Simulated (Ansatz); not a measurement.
# SiPb (model cell, started as zinc blende): converging a phonon calculation, part 2 of 2

Wanted: convergence of the phonons of SiPb (model cell, started as zinc blende) against cost.

Ansatz 0.2.0; DFT PBEsol, scalar-relativistic, plane waves, PAW.

So far, highest frequency on the path or at a solved wavevector (cm⁻¹): step 3 (phonons on a q mesh) 309; step 4 (q mesh 2×2×2) 309; step 6 (q mesh 6×6×6) 309; step 10 (k-mesh 8×8×8, q mesh 2×2×2) 308. The relaxed cell has a = 6.187 Å (conventional setting).

The structure was built from a prototype and need not be the compound's stable phase.

## Step 13: Comparing the runs (continued)

The runs together, line C_V. C_V against temperature; values in J/mol-atom/K:

| temperature (K) | 8×8×8 | 12×12×12 | 18×18×18 |
| --- | --- | --- | --- |
| 0 | 0 | 0 | 0 |
| 50 | 9.78 | 9.73 | 9.70 |
| 100 | 15.1 | 15.0 | 14.9 |
| 150 | 18.9 | 18.8 | 18.8 |
| 200 | 21.0 | 21.0 | 20.9 |
| 250 | 22.3 | 22.2 | 22.2 |
| 300 | 23.0 | 23.0 | 23.0 |
| 350 | 23.5 | 23.5 | 23.5 |
| 400 | 23.8 | 23.8 | 23.8 |
| 450 | 24.0 | 24.0 | 24.0 |
| 500 | 24.2 | 24.2 | 24.2 |
| 550 | 24.3 | 24.3 | 24.3 |
| 600 | 24.4 | 24.4 | 24.4 |
| 650 | 24.5 | 24.5 | 24.5 |
| 700 | 24.6 | 24.6 | 24.6 |
| 750 | 24.6 | 24.6 | 24.6 |
| 800 | 24.6 | 24.6 | 24.6 |
| 850 | 24.7 | 24.7 | 24.7 |
| 900 | 24.7 | 24.7 | 24.7 |
| 950 | 24.7 | 24.7 | 24.7 |
| 1000 | 24.8 | 24.7 | 24.7 |

## Step 14: Another cutoff, cutoff 170 eV, q mesh 2×2×2

The cutoff is set to 170 eV on a small fixed q mesh.

Contents of input.yaml:

```yaml
crystal:
  lattice:
    - [0.0, 3.0937247481, 3.0937247481]
    - [3.0937247481, 0.0, 3.0937247481]
    - [3.0937247481, 3.0937247481, 0.0]
  atoms:
    - { symbol: Pb, position: [0.0, 0.0, 0.0] }
    - { symbol: Si, position: [0.25, 0.25, 0.25] }
kpoints:
  mp_grid: { grid: [12, 12, 12] }
hamiltonian:
  xc: pbesol
scf:
  occupations: { method: methfessel_paxton, width: 0.2 }
output:
  eigenvalues: true
phonons:
  method: dfpt
  qmesh: [2, 2, 2]
  temperatures: { t_max: 1000, t_step: 50 }
  qpath:
    path:
      - [[0.0, 0.0, 0.0], [-0.5, -0.5, 0.0], [-0.375, -0.375, 0.25]]
      - [[-0.375, 0.0, 0.375], [0.0, 0.0, 0.0], [0.0, 0.0, 0.5], [-0.5, -0.25, 0.25], [-0.5, -0.5, 0.0]]
    npoints: 10
basis:
  ecutwfc: 170
```

On the command line:

```sh
$ ansatz run input.yaml --threads 8 --pin off --max-ram 14336MiB --backend cpu --events-out ev --progress --plain --runs-dir out
```

Run time: 3.5 s. Hardware: 8 threads of AMD EPYC 9R45, shared host; peak memory 0.71 GiB.

The run finished; it serves as a test, and its numbers are not taken as the result.

## Step 15: Another cutoff, cutoff 230 eV, q mesh 2×2×2

The cutoff is set to 230 eV on a small fixed q mesh.

Edit input.yaml of step 14 so:

```diff
@@ -26,2 +26,2 @@
 basis:
-  ecutwfc: 170
+  ecutwfc: 230
```

Wall time 4.4 s (8 threads); peak memory 0.85 GiB; 28 s of CPU time.

The run finished; it serves as a test, and its numbers are not taken as the result.

## Step 16: Another cutoff, cutoff 290 eV, q mesh 2×2×2

The cutoff is set to 290 eV on a small fixed q mesh.

Edit input.yaml of step 15 so:

```diff
@@ -26,2 +26,2 @@
 basis:
-  ecutwfc: 230
+  ecutwfc: 290
```

The job ended after 6 s (8 threads; peak memory 0.93 GiB).

The run finished; it serves as a test, and its numbers are not taken as the result.

## Step 17: Another cutoff, cutoff 360 eV, q mesh 2×2×2

The cutoff is set to 360 eV on a small fixed q mesh.

Edit input.yaml of step 16 so:

```diff
@@ -26,2 +26,2 @@
 basis:
-  ecutwfc: 290
+  ecutwfc: 360
```

Run time: 7.3 s. Hardware: 8 threads; peak memory 1.1 GiB.

The highest optical mode at the zone centre (no LO-TO term) is 281.3 cm⁻¹, +0.1 cm⁻¹ against the base run.

## Step 18: Another cutoff, cutoff 550 eV, q mesh 2×2×2

The cutoff is set to 550 eV on a small fixed q mesh.

Edit input.yaml of step 17 so:

```diff
@@ -26,2 +26,2 @@
 basis:
-  ecutwfc: 360
+  ecutwfc: 550
```

Elapsed: 12 s, on 8 threads; peak memory 1.6 GiB.

Frequencies (cm⁻¹) solved at each irreducible wavevector; negative means imaginary. Frequencies by wavevector, by row:

| q in reciprocal lattice units | star | mode 1 | mode 2 | mode 3 | mode 4 | mode 5 | mode 6 |
| --- | --- | --- | --- | --- | --- | --- | --- |
| 0 0 0 | 1 | 0 | 0 | 0 | 281.2 | 281.2 | 281.2 |
| 0 0 -0.5 | 4 | 34 | 34 | 109.1 | 289.8 | 289.8 | 301.2 |
| 0 -0.5 -0.5 | 3 | 38.1 | 38.1 | 117.1 | 286.5 | 286.5 | 309.4 |

The highest optical mode at the zone centre (no LO-TO term) is 281.2 cm⁻¹, +0.0 cm⁻¹ against the base run.

## Step 19: Summary of results

```
mean frequency, q mesh 2×2×2                                             : 176 cm⁻¹
mean frequency, q mesh 3×3×3                                             : 176 cm⁻¹
mean frequency, q mesh 6×6×6                                             : 175 cm⁻¹
highest optical mode at the zone centre (no LO-TO term), k-mesh 4×4×4    : 297 cm⁻¹
highest optical mode at the zone centre (no LO-TO term), k-mesh 6×6×6    : 260 cm⁻¹
highest optical mode at the zone centre (no LO-TO term), k-mesh 8×8×8    : 263 cm⁻¹
highest optical mode at the zone centre (no LO-TO term), k-mesh 12×12×12 : 281 cm⁻¹
highest optical mode at the zone centre (no LO-TO term), k-mesh 18×18×18 : 285 cm⁻¹
highest optical mode at the zone centre (no LO-TO term), cutoff 170 eV   : 294 cm⁻¹
highest optical mode at the zone centre (no LO-TO term), cutoff 230 eV   : 282 cm⁻¹
highest optical mode at the zone centre (no LO-TO term), cutoff 290 eV   : 280 cm⁻¹
highest optical mode at the zone centre (no LO-TO term), cutoff 360 eV   : 281 cm⁻¹
highest optical mode at the zone centre (no LO-TO term), cutoff 550 eV   : 281 cm⁻¹
```

What this shows: Over the whole q mesh series, coarse runs included, the mean frequency runs from 175.3 to 176.5 cm⁻¹; from 2×2×2 on it stays within 1.2 cm⁻¹ of the finest run (6×6×6), against a tolerance of 1.8. Over the whole k mesh series, coarse runs included, the lowest mode on the q mesh (acoustic modes at Γ apart) runs from 32.4 to 34.0 cm⁻¹; the two finest runs still differ by up to 3.4 cm⁻¹ in a solved mode, so convergence is not shown. Over the whole cutoff series, coarse runs included, the lowest mode on the q mesh (acoustic modes at Γ apart) runs from -32.5 to 34.3 cm⁻¹; from 230 eV on all solved modes stay within 2.2 cm⁻¹ of the finest run (550 eV), against a tolerance of 3.1. All runs share the cell relaxed at the base settings, which is not exactly at rest under another k mesh or cutoff. With no gap, or one that is small against the smearing, the frequencies hang on the k mesh and the smearing, most of all near Kohn anomalies. Spin-orbit coupling is left out, which can matter for the heavy elements here. A phonon run warned that its eigensolver left some bands unconverged in a pass. The starting cell was built on a prototype and not taken from a measurement, so the phase need not exist. These are harmonic frequencies at zero temperature: anharmonic shifts, linewidths and thermal expansion are left out.

[Logs are printed without paths, hosts, clocks, repeated set-up lines and the standing remarks that a program may print on its own settings, such as how far it seeks lower states.]

[Hosts, paths, dates, database ids (printed as entryN), source tags and the programs' standing remarks are cut or masked in the printed files.]
